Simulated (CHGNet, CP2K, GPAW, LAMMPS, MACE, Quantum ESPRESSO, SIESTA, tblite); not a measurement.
## Finding the fault: Quantum ESPRESSO, glassy 67P2O5-33MgO (mol %) (80 atoms)

Program: Quantum ESPRESSO 7.5, a calculation on a cell of 20 P, 5 Mg and 55 O, 11.5 Å³ an atom.

Contents of pw.in:

```
&control
  calculation = 'scf'
  pseudo_dir = './pseudo'
  outdir = './tmp'
  disk_io = 'none'
  tprnfor = .true.
  tstress = .true.
/
&system
  ibrav = 0
  nat = 80
  ntyp = 3
  ecutwf = 60
  ecutrho = 480
  nosym = .true.
  occupations = 'smearing'
  smearing = 'fd'
  degauss = 0.003675
/
&electrons
  conv_thr = 4.0e-07
  electron_maxstep = 50
  mixing_beta = 0.4
  mixing_mode = 'plain'
  diagonalization = 'david'
/
ATOMIC_SPECIES
P 30.974 P.upf
Mg 24.305 Mg.upf
O 15.999 O.upf
CELL_PARAMETERS angstrom
9.72560 0.00000 0.00000
0.00000 9.72560 0.00000
0.00000 0.00000 9.72560
ATOMIC_POSITIONS crystal
P 0.62204 0.08835 0.97710
P 0.56093 0.82153 0.28296
P 0.23992 0.76242 0.22778
P 0.98985 0.12854 0.30573
P 0.02318 0.39927 0.48338
P 0.92500 0.39826 0.96209
P 0.16678 0.95009 0.50989
P 0.27221 0.16821 0.17794
P 0.72449 0.61729 0.07346
P 0.67424 0.12062 0.28848
[... 66 atom lines left out ...]
O 0.62331 0.96369 0.25659
O 0.95916 0.84308 0.83962
O 0.66124 0.07519 0.45165
O 0.29695 0.61713 0.20107
K_POINTS gamma
```

Started as:

```bash
OMP_NUM_THREADS=1 mpirun -np 2 pw.x -in pw.in > output.txt
```

Log:

```text
Program PWSCF
 %%%%%%%%%%%%%%%%%%%%%%%%%%%%%%%%%%%%%%%%%%%%%%%%%%%%%%%%%%%%%%%%%%%%%%%%%%%%%%
     Error in routine  read_namelists (1):
      bad line in namelist &system: "  ecutwf = 60" (error could be in the previous line)
 %%%%%%%%%%%%%%%%%%%%%%%%%%%%%%%%%%%%%%%%%%%%%%%%%%%%%%%%%%%%%%%%%%%%%%%%%%%%%%
```

It took 0.49 s on 2 MPI ranks of Arm Neoverse V1, shared host; peak memory 0.16 GiB; 0.94 s of CPU time.

Banners, paths, timers and routine set-up lines are dropped from the logs unmarked, and long logs keep their key lines alone; longer cuts are marked.

Q: Find the fault and mend it.

A misspelt keyword: ecutwfc written as ecutwf. Mend: write ecutwfc in place of ecutwf.

The program stopped at the start.

[Also dropped from logs without a mark: logging warnings of Python, and SIESTA's first energy breakdown and zero terms.]

[Logs are printed without paths, hosts, clocks, repeated set-up lines and the standing remarks that a program may print on its own settings, such as how far it seeks lower states.]

[Hosts, paths, dates, database ids (printed as entryN), source tags and the programs' standing remarks are cut or masked in the printed files.]
